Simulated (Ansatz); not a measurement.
An input for Ansatz 0.2.0 (FeSi2 (Cmce)):

```yaml
crystal:
  lattice:
    - [4.9315, -3.8955, 0.0]
    - [4.9315, 3.8955, 0.0]
    - [0.0, 0.0, 7.833]
  atoms:
    - { symbol: Fe, position: [0.1914, 0.8086, 0.1851] }
    - { symbol: Fe, position: [0.3086, 0.6914, 0.6851] }
    - { symbol: Fe, position: [0.8086, 0.1914, 0.8149] }
    - { symbol: Fe, position: [0.6914, 0.3086, 0.3149] }
    - { symbol: Fe, position: [0.2146, 0.2146, 0.0] }
    - { symbol: Fe, position: [0.2854, 0.2854, 0.5] }
    - { symbol: Fe, position: [0.7854, 0.7854, 0.0] }
    - { symbol: Fe, position: [0.7146, 0.7146, 0.5] }
    - { symbol: Si, position: [0.3277, 0.4177, 0.2261] }
    - { symbol: Si, position: [0.1723, 0.0823, 0.7261] }
    - { symbol: Si, position: [0.4177, 0.3277, 0.7739] }
    - { symbol: Si, position: [0.0823, 0.1723, 0.2739] }
    - { symbol: Si, position: [0.6723, 0.5823, 0.7739] }
    - { symbol: Si, position: [0.8277, 0.9177, 0.2739] }
    - { symbol: Si, position: [0.5823, 0.6723, 0.2261] }
    - { symbol: Si, position: [0.9177, 0.8277, 0.7261] }
    - { symbol: Si, position: [0.8536, 0.4028, 0.0512] }
    - { symbol: Si, position: [0.6464, 0.0972, 0.5512] }
    - { symbol: Si, position: [0.4028, 0.8536, 0.9488] }
    - { symbol: Si, position: [0.0972, 0.6464, 0.4488] }
    - { symbol: Si, position: [0.1464, 0.5972, 0.9488] }
    - { symbol: Si, position: [0.3536, 0.9028, 0.4488] }
    - { symbol: Si, position: [0.5972, 0.1464, 0.0512] }
    - { symbol: Si, position: [0.9028, 0.3536, 0.5512] }
kpoints:
  mp_grid: { grid: [4, 4, 2] }
  band_path:
    path:
      - [0.0, 0.0, 0.0]
      - [0.5, 0.5, 0.0]
      - [0.40599416, 0.59400584, 0.0]
      - [-0.40599416, 0.40599416, 0.0]
      - [0.0, 0.0, 0.5]
      - [-0.40599416, 0.40599416, 0.5]
      - [0.40599416, 0.59400584, 0.5]
      - [0.5, 0.5, 0.5]
      - [0.0, 0.0, 0.35]
    npoints: 1
hamiltonian:
  xc: hse06
scf:
  occupations: { method: fixed }
  n_extra_bands: 12
output:
  eigenvalues: true
```

```sh
ansatz run input.yaml --threads 24 --pin off --max-ram 82944MiB --backend cuda --events-out ev --progress --plain --runs-dir out --devices 1 --max-vram 78GiB
```

**Question.** How long will it take on 1 × NVIDIA GB200 (shared by 2 runs) with 24 threads of Arm Neoverse V2, shared host, and how much memory?

It took 30 s; on shared hardware allow 15 s to 61 s. Peak host memory was 3.1 GiB. The sizes that set the cost: 5883 plane waves a state, 14 irreducible k points and 34 SCF cycles.

Exact exchange couples every pair of k points and filled bands, so it costs far more than a semilocal run.

[Paths, hosts, dates, memory and timing lines, banners, echoed tables and standing remarks are left out of the program output.]

[Logs are printed without paths, hosts, clocks, repeated set-up lines and the standing remarks that a program may print on its own settings, such as how far it seeks lower states.]

[Runs of the session that timed out or met a known fault of the program may be left out.]

[Cells called generated may have been cut or substituted from an entry of the Crystallography Open Database or the Materials Project.]

[Hosts, paths, dates, database ids (printed as entryN), source tags and the programs' standing remarks are cut or masked in the printed files.]
